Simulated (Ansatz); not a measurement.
## Al wire along [100], 25 atoms a period: bands along the axis

Wanted: the relaxed geometry and the bands of the Al wire along [100], 25 atoms a period.

Program: Ansatz 0.2.0. Level of theory: DFT PBE, plane waves, PAW; relaxation of a wire's period; PAW set soft_1, in the first sound run; inputs show where later runs differ. Results are calculated unless marked as measured.

### 1. The structure

The cell holds 25 atoms: 25 Al. Cell: a = 14.880 Å, b = 14.880 Å, c = 4.040 Å, α = 90.0°, β = 90.0°, γ = 90.0°. Vacuum lies along a and b. The structure's axis is c.

### 2. Relaxing the period

Band widths follow the bond lengths, so the wire is relaxed first. The atoms and the third cell vector are free; the box across stays fixed as vacuum. A Fermi-Dirac smearing is set since the result may be a metal. The pressure printed is a third of the stress's trace over the whole box, vacuum included; only the stress along the axis is relaxed.

The input, input.yaml:

```yaml
crystal:
  lattice:
    - [14.88, 0.0, 0.0]
    - [0.0, 14.88, 0.0]
    - [0.0, 0.0, 4.04]
  atoms:
    - { symbol: Al, position: [0.228494624, 0.228494624, 0.0] }
    - { symbol: Al, position: [0.228494624, 0.5, 0.0] }
    - { symbol: Al, position: [0.228494624, 0.771505376, 0.0] }
    - { symbol: Al, position: [0.364247312, 0.364247312, 0.0] }
    - { symbol: Al, position: [0.364247312, 0.635752688, 0.0] }
    - { symbol: Al, position: [0.5, 0.228494624, 0.0] }
    - { symbol: Al, position: [0.5, 0.5, 0.0] }
    - { symbol: Al, position: [0.5, 0.771505376, 0.0] }
    - { symbol: Al, position: [0.635752688, 0.364247312, 0.0] }
    - { symbol: Al, position: [0.635752688, 0.635752688, 0.0] }
    - { symbol: Al, position: [0.771505376, 0.228494624, 0.0] }
    - { symbol: Al, position: [0.771505376, 0.5, 0.0] }
    - { symbol: Al, position: [0.771505376, 0.771505376, 0.0] }
    - { symbol: Al, position: [0.228494624, 0.364247312, 0.5] }
    - { symbol: Al, position: [0.228494624, 0.635752688, 0.5] }
    - { symbol: Al, position: [0.364247312, 0.228494624, 0.5] }
    - { symbol: Al, position: [0.364247312, 0.5, 0.5] }
    - { symbol: Al, position: [0.364247312, 0.771505376, 0.5] }
    - { symbol: Al, position: [0.5, 0.364247312, 0.5] }
    - { symbol: Al, position: [0.5, 0.635752688, 0.5] }
    - { symbol: Al, position: [0.635752688, 0.228494624, 0.5] }
    - { symbol: Al, position: [0.635752688, 0.5, 0.5] }
    - { symbol: Al, position: [0.635752688, 0.771505376, 0.5] }
    - { symbol: Al, position: [0.771505376, 0.364247312, 0.5] }
    - { symbol: Al, position: [0.771505376, 0.635752688, 0.5] }
kpoints:
  mp_grid: { grid: [1, 1, 20] }
scf:
  occupations: { method: fermi_dirac, width: 0.05 }
hamiltonian:
  xc: pbe
  pseudopotentials: { kind: paw, azcp: { folder: soft_1 } }
relax:
  cell: { fix: [a, b, alpha, beta, gamma] }
  max_steps: 45
  f_tol: 0.03
```

The run is started by

```
$ ansatz run input.yaml --threads 16 --pin off --max-ram 61440MiB --backend cuda --events-out ev --progress --plain --runs-dir out --max-vram 78GiB
```

Numbers of over 12 decimals in the logs are rounded to 6 here.

The program printed:

```text
Engine: ansatz 0.2.0, aarch64-unknown-linux-gnu
Pseudopotentials: kind: paw
Pseudopotential: Al, paw, valence charge 3, recommended cutoff 420 eV (normal), soft_1/Al.paw.azcp
Functional definition: PBE
  parameter kappa = 0.804
  parameter beta = 0.066725
  exchange = pbe_x(kappa = kappa, mu = beta*pi^2/3)
  correlation = pbe_c(beta = beta)
[...]
Crystal: 25 atoms, lattice volume = 894.514 Å³
Basis set: ecut = 420 eV, 17481 PW (Γ), exchange–correlation on 200×200×60 points (8 copies of the dense FFT grid, shifted against one another)
Bands: 63, of which v1, the nominal top of the filled ones, is band 38 counted from 1 (37 counted from 0)
Symmetry: 16 space group operations
Space group: P4/mmm (ITA 123), of the structure as read, at distance tolerance 9.6e-5 Å
k-points: 11 of 20
Non-local potential: Al, projectors of the file, l = 0: 2, l = 1: 2, l = 2: 1
PAW form: soft (Blöchl's): semilocal exchange-correlation on the pseudo side does not see the compensation charge
PAW one-centre angular grid: Al, 110 points (default); XC on 64 Gauss nodes
Initial density: superposition of atomic densities (neutral atoms: chi_scale 0, normalization atom)
Initial wavefunctions: pseudopotential atomic-orbital guess
[...]
Functional: x = pbe(κ = 0.804, μ = 0.219515), c = pbe(β = 0.066725)
SCF iter   1: F=—  HF=-13433.167326 eV  |F-HF|=—  |Δ(HF+E_count)|=         —  Δρ=2.11e-2  dr2=5.01e1  ethr=3.10e-3  ⟨swp⟩=8.2  Hψ=3805  notcnv=0  defer=35
preconditioner: auto → LDOS  [metal: Δε(μ)=0.089 eV  Ē_g=6.093 eV  σ=0.050 eV  W_gap=0.39  n_scr=86 (ndim 8)  ℏωp=10.8 eV  f_vac=0.240  D(μ)=9.29/eV (n_scr^D=36)  β→1.0]
SCF iter   2: F=—  HF=-13428.768212 eV  |F-HF|=—  |Δ(HF+E_count)|=    4.40e0  Δρ=1.38e-2  dr2=1.53e1  ethr=3.10e-3  ⟨swp⟩=5.1  Hψ=1927  notcnv=0  defer=110
[...]
SCF iter   9: F=-13427.468251 eV  HF=-13427.468251 eV  |F-HF|=3.13e-9  |Δ(HF+E_count)|=   3.53e-8  Δρ=5.07e-7  dr2=7.04e-9  ethr=1.33e-10  ⟨swp⟩=4.7  Hψ=2057  notcnv=0
SCF 1 converged in 9 iterations: F = -13427.468251 eV  dr2 = 7.04e-9
  greatest PAW one-centre occupation: 0.521 electrons in one spin orbital (limit 2), on the Al atom at site 10 (counted from 0), in its partial waves of l = 0
relax step   1: F+E_penalty+E_count = -13427.46825099 eV  Δ(F+E_penalty+E_count) = +0.000e0 eV  max|allowed force component| = 3.554e-1 eV/Å  Δτ_max = 0.0000 Å  P = -1.222 GPa  Ω = 894.514 Å³  fix = [a, b, alpha, beta, gamma]  reactions: a -0.737, b -0.737 GPa  (9 SCF iters, dr2 threshold 1.00e-7 eV, accepted)
[...]
Crystal: 25 atoms, lattice volume = 859.796 Å³
Basis set: ecut = 420 eV, 16865 PW (Γ), exchange–correlation on 200×200×60 points (8 copies of the dense FFT grid, shifted against one another)
[...]
iter 1 solved again at ethr=5.90e-4 eV; its pass at ethr=3.10e-3 eV (dr2=4.42e-1 eV) is discarded
SCF iter   1: F=—  HF=-13427.842883 eV  |F-HF|=—  |Δ(HF+E_count)|=         —  Δρ=2.43e-3  dr2=4.70e-1  ethr=5.90e-4  ⟨swp⟩=5.0  Hψ=3412  notcnv=0
preconditioner: auto → LDOS  [metal: Δε(μ)=0.084 eV  Ē_g=5.983 eV  σ=0.050 eV  W_gap=0.38  n_scr=78 (ndim 8)  ℏωp=11.0 eV  f_vac=0.287  D(μ)=10.20/eV (n_scr^D=36)  β→1.0]
SCF iter   2: F=—  HF=-13427.785032 eV  |F-HF|=—  |Δ(HF+E_count)|=   5.79e-2  Δρ=1.39e-3  dr2=6.28e-2  ethr=5.90e-4  ⟨swp⟩=3.7  Hψ=1271  notcnv=0  defer=23
[...]
SCF iter   6: F=-13427.778019 eV  HF=-13427.778019 eV  |F-HF|=5.55e-9  |Δ(HF+E_count)|=   5.05e-7  Δρ=2.99e-6  dr2=1.47e-7  ethr=3.33e-9  ⟨swp⟩=5.0  Hψ=2166  notcnv=0
SCF 2 converged in 6 iterations: F = -13427.778019 eV  dr2 = 1.47e-7
  greatest PAW one-centre occupation: 0.514 electrons in one spin orbital (limit 2), on the Al atom at site 12 (counted from 0), in its partial waves of l = 0
relax step   2: F+E_penalty+E_count = -13427.77801900 eV  Δ(F+E_penalty+E_count) = -3.098e-1 eV  max|allowed force component| = 1.414e-1 eV/Å  Δτ_max = 0.1450 Å  P = +0.504 GPa  Ω = 859.796 Å³  energy of the carried Pulay correction = +3.627e-3 eV  fix = [a, b, alpha, beta, gamma]  reactions: a +0.251, b +0.251 GPa  (6 SCF iters, dr2 threshold 2.50e-6 eV, accepted)
[...]
Crystal: 25 atoms, lattice volume = 871.778 Å³
[...]
iter 1 solved again at ethr=5.69e-5 eV; its pass at ethr=3.10e-3 eV (dr2=4.27e-2 eV) is discarded
[...]
SCF 3 converged in 5 iterations: F = -13427.835803 eV  dr2 = 1.14e-7
[...]
SCF 4 converged in 6 iterations: F = -13427.835622 eV  dr2 = 6.51e-9
[...]
SCF 5 converged in 7 iterations: F = -13427.839620 eV  dr2 = 8.33e-11
[...]
SCF 6 converged in 5 iterations: F = -13427.837812 eV  dr2 = 1.64e-10
[...]
SCF converged after 5 iterations
[...]
0.000000       0.000000      -0.007437
  P = ⅓ Tr σ = 0.0592 GPa (0.592 kbar)
--- Band table (eV; the first three rows and the last of 11) ---
  k-point 0: bands = [... 34 lower, 1.7897, 1.9312, 1.9312, 2.0715, 2.0715, 2.5000, 2.5000, 2.5875, ... 21 higher]
  k-point 1: bands = [... 34 lower, 1.8544, 1.9739, 1.9739, 2.1982, 2.1982, 2.3882, 2.3882, 2.6228, ... 21 higher]
  k-point 2: bands = [... 34 lower, 1.9882, 1.9882, 2.0602, 2.0602, 2.2572, 2.5265, 2.5265, 2.6921, ... 21 higher]
  k-point 10: bands = [... 34 lower, 0.9401, 0.9401, 1.0157, 1.0157, 1.6399, 1.8537, 1.8537, 1.8692, ... 21 higher]
--- Relaxed structure (5 steps of the walk, 4 accepted, 1 SCFs on fresh bases) ---
  F+E_penalty+E_count = -13427.83781151 eV   max|allowed force component| = 1.718e-2 eV/Å   (the final SCF, on the basis selected at the relaxed cell)
  cell:  # Å, volume = 872.3280 Å³
    - [14.88, 0, 0]
    - [0, 14.88, 0]
    - [0, 0, 3.939798]
  atoms:
    - { symbol: Al, position: [0.236708, 0.236708, 0] }
    - { symbol: Al, position: [0.227026, 0.5, 0] }
    - { symbol: Al, position: [0.236708, 0.763292, 0] }
    - { symbol: Al, position: [0.366486, 0.366486, 0] }
    - { symbol: Al, position: [0.366486, 0.633514, 0] }
    - { symbol: Al, position: [0.5, 0.227026, 0] }
    - { symbol: Al, position: [0.5, 0.5, 0] }
    - { symbol: Al, position: [0.5, 0.772974, 0] }
    - { symbol: Al, position: [0.633514, 0.366486, 0] }
    - { symbol: Al, position: [0.633514, 0.633514, 0] }
    - { symbol: Al, position: [0.763292, 0.236708, 0] }
    - { symbol: Al, position: [0.772974, 0.5, 0] }
    - { symbol: Al, position: [0.763292, 0.763292, 0] }
    - { symbol: Al, position: [0.227258, 0.365429, 0.5] }
    - { symbol: Al, position: [0.227258, 0.634571, 0.5] }
    - { symbol: Al, position: [0.365429, 0.227258, 0.5] }
    - { symbol: Al, position: [0.364431, 0.5, 0.5] }
    - { symbol: Al, position: [0.365429, 0.772742, 0.5] }
    - { symbol: Al, position: [0.5, 0.364431, 0.5] }
    - { symbol: Al, position: [0.5, 0.635569, 0.5] }
    - { symbol: Al, position: [0.634571, 0.227258, 0.5] }
    - { symbol: Al, position: [0.635569, 0.5, 0.5] }
    - { symbol: Al, position: [0.634571, 0.772742, 0.5] }
    - { symbol: Al, position: [0.772742, 0.365429, 0.5] }
    - { symbol: Al, position: [0.772742, 0.634571, 0.5] }
```

It took 3.6 s on 1 × NVIDIA GB200 with 16 threads of Arm Neoverse V2, shared host; peak memory 1.2 GiB; 18 s of CPU time.

Step by step:

```
step  energy less that of the first step (eV)  largest force component (eV/Å)  pressure (GPa)  volume (Å³)
   1                                   0.0000                          0.3554           -1.22       894.51
   2                                  -0.3098                          0.1414            0.50       859.80
   3                                  -0.3676                          0.0402            0.08       871.78
   4                                  -0.3674                          0.0440           -0.08       872.04
   5                                  -0.3714                          0.0172            0.06       872.33
   6                                  -0.3696                          0.0172            0.06       872.33
```

The log counts 1 steps on a newly chosen plane-wave basis, not all of them marked here; energy and pressure can jump at such steps. Relaxation step 4 was tried and not accepted.

The run keeps the 16 symmetry operations that it works with, so distortions that break them were not tested.

```
cell as run  before  after  change
      c (Å)   4.040  3.940  -2.5 %
```

The atoms that moved most (Å, along periodic axes as changes of fractional coordinates times the final cell, across vacuum about the mean position):

```
atom      dx      dy     dz  length
Al13  -0.122  -0.122  0.000   0.173
 Al3   0.122  -0.122  0.000   0.173
Al11  -0.122   0.122  0.000   0.173
 Al1   0.122   0.122  0.000   0.173
 Al4   0.033   0.033  0.000   0.047
 Al9  -0.033   0.033  0.000   0.047
 Al5   0.033  -0.033  0.000   0.047
Al10  -0.033  -0.033  0.000   0.047
```

Numbers from this step:

```
energy at zero smearing    : -13427.7967 eV
cell length along the wire : 3.940 Å
```

The cell's length comes to 3.940 Å with spin left out.

### 3. The wire at its relaxed period

This step: DFT PBE, plane waves, PAW; bands of a perfect wire; PAW set soft_1 (Ansatz 0.2.0).

At the relaxed period the bands are computed along the axis; those that cross an energy going forward count the channels that a perfect wire would open there.

The input, input.yaml:

```yaml
crystal:
  lattice:
    - [14.88, 0.0, 0.0]
    - [0.0, 14.88, 0.0]
    - [0.0, 0.0, 3.9397978549]
  atoms:
    - { symbol: Al, position: [0.236708489, 0.236708489, 0.0] }
    - { symbol: Al, position: [0.227025828, 0.5, 0.0] }
    - { symbol: Al, position: [0.236708489, 0.763291511, 0.0] }
    - { symbol: Al, position: [0.366486381, 0.366486381, 0.0] }
    - { symbol: Al, position: [0.366486381, 0.633513619, 0.0] }
    - { symbol: Al, position: [0.5, 0.227025828, 0.0] }
    - { symbol: Al, position: [0.5, 0.5, 0.0] }
    - { symbol: Al, position: [0.5, 0.772974172, 0.0] }
    - { symbol: Al, position: [0.633513619, 0.366486381, 0.0] }
    - { symbol: Al, position: [0.633513619, 0.633513619, 0.0] }
    - { symbol: Al, position: [0.763291511, 0.236708489, 0.0] }
    - { symbol: Al, position: [0.772974172, 0.5, 0.0] }
    - { symbol: Al, position: [0.763291511, 0.763291511, 0.0] }
    - { symbol: Al, position: [0.227258448, 0.365429287, 0.5] }
    - { symbol: Al, position: [0.227258448, 0.634570713, 0.5] }
    - { symbol: Al, position: [0.365429287, 0.227258448, 0.5] }
    - { symbol: Al, position: [0.364430801, 0.5, 0.5] }
    - { symbol: Al, position: [0.365429287, 0.772741552, 0.5] }
    - { symbol: Al, position: [0.5, 0.364430801, 0.5] }
    - { symbol: Al, position: [0.5, 0.635569199, 0.5] }
    - { symbol: Al, position: [0.634570713, 0.227258448, 0.5] }
    - { symbol: Al, position: [0.635569199, 0.5, 0.5] }
    - { symbol: Al, position: [0.634570713, 0.772741552, 0.5] }
    - { symbol: Al, position: [0.772741552, 0.365429287, 0.5] }
    - { symbol: Al, position: [0.772741552, 0.634570713, 0.5] }
kpoints:
  mp_grid: { grid: [1, 1, 21] }
  band_path: { path: ["Γ", Z], npoints: 90 }
scf:
  occupations: { method: fermi_dirac, width: 0.05 }
hamiltonian:
  xc: pbe
  pseudopotentials: { kind: paw, azcp: { folder: soft_1 } }
output:
  dos: { e_range: [-5, 4] }
  write_potential: true
  write_density: true
  volumetric_format: npy
```

The program printed:

```text
[...]
device memory: the entry about to start is reckoned to put 18.4 GiB on a device that reports 120.9 GiB free (of which the cap on the GPU budget leaves the run 78.0 GiB)
GPU FFT provider: cuFFT
GPU libraries: cuBLAS 13.8.1, cuFFT 12.4.0, cuSOLVER 12.3.2
GPU matrix products: emulated (plane waves: as basis.precision tells), large ones in fixed point in workspaces of 1.00 GiB
Crystal: 25 atoms, lattice volume = 872.328 Å³
Basis set: ecut = 420 eV, 17097 PW (Γ)
Bands: 63, of which v1, the nominal top of the filled ones, is band 38 counted from 1 (37 counted from 0)
[... 1 set-up line as in the run before ...]
[...]
k-points: 11 of 21
[...]
GPU buffer pool allocated for 270000 grid points (all kernels)
GPU transforms: local potential and band sums: pruned to the plane-wave sphere, on 100×100×27
[...]
SCF iter   1: F=—  HF=-13433.887582 eV  |F-HF|=—  |Δ(HF+E_count)|=         —  Δρ=2.21e-2  dr2=5.06e1  ethr=3.10e-3  ⟨swp⟩=8.0  Hψ=3923  notcnv=0  defer=38
[...]
SCF iter   8: F=-13427.818607 eV  HF=-13427.818607 eV  |F-HF|=1.42e-8  |Δ(HF+E_count)|=   1.36e-7  Δρ=1.77e-6  dr2=5.28e-8  ethr=1.33e-10  ⟨swp⟩=25.0  Hψ=4432  notcnv=0
SCF 1 converged in 8 iterations: F = -13427.818607 eV  dr2 = 5.28e-8
[...]
NSCF: frozen V_eff on 91 k-points, pencils in batches of 32, up to order 280
WARN: The output density's exchange-correlation potential varies sharply where the density is thin. Do not read a vacuum level from v_tot or v_xc, or from such a field of the output density. On a cell that repeats whose density bears no net charge and no dipole along the vacuum's axis use v_es (v_loc + v_h of the components); under efield.dipole_correction with no amplitude use v_es + v_field, which holds any externa [...]
SCF converged after 8 iterations
Free energy (F): -13427.818607 eV
[...]
Internal energy: -13427.712650 eV  (E = F + TS)
E sigma→0 (E₀):  -13427.765629 eV
Entropy (-TS):   -0.105956 eV (-4.238 meV/atom)
Fermi energy:    1.675051 eV
[...]
--- Band table (eV; the first three rows and the last of 11) ---
  k-point 0: bands = [... 34 lower, 1.7893, 1.9284, 1.9284, 2.0708, 2.0708, 2.4984, 2.4984, 2.5843, ... 21 higher]
  k-point 1: bands = [... 34 lower, 1.8558, 1.9696, 1.9696, 2.2149, 2.2149, 2.3592, 2.3592, 2.6171, ... 21 higher]
  k-point 2: bands = [... 34 lower, 1.9817, 1.9817, 2.0581, 2.0581, 2.1695, 2.5830, 2.5830, 2.6812, ... 21 higher]
  k-point 10: bands = [... 34 lower, 0.8016, 0.8016, 1.1679, 1.1679, 1.5682, 1.6746, 1.6746, 1.8415, ... 21 higher]
```

Run time: 3 s. Hardware: 1 × NVIDIA GB200 with 16 threads; peak memory 1.3 GiB; 10 s of CPU time.

The column dr2 measures how far the density is from self-consistency, as an energy; F and HF (Harris–Foulkes) agree once it is small.

This step gave:

```yaml
energy_at_zero_smearing: -13427.7656 eV
band_gap_on_the_path_through_both_edges: 0 eV
```

The electronic bands at the labelled points (eV, zero at the Fermi level; # counts the bands kept):

```
  point    #35    #36    #37    #38   #39   #40   #41   #42
      Γ   0.25   0.25   0.40   0.40  0.82  0.82  0.91  0.91
halfway  -0.66  -0.57  -0.30  -0.27  0.58  0.58  0.82  0.82
      Z  -0.73  -0.66  -0.66  -0.03  0.18  0.18  0.19  0.20
```

Between Γ and Z the bands cross the Fermi level 19 times, so a perfect wire would conduct at least 19 G₀, with spin left out.

### 4. Summary of results

| Quantity | Value |
| --- | --- |
| cell length, PBE | 3.940 Å |
| ballistic conductance by band crossings, a lower bound, PBE | 19 G₀ |

What this shows: Under PBE the cell's length is 3.94 Å, and the bands cross the Fermi level 19 times between Γ and Z, which gives a perfect wire at least 19 G₀ (opposite crossings within one step of the path cancel in such a count).

[Logs are printed without paths, hosts, clocks, repeated set-up lines and the standing remarks that a program may print on its own settings, such as how far it seeks lower states.]

[Hosts, paths, dates, database ids (printed as entryN), source tags and the programs' standing remarks are cut or masked in the printed files.]
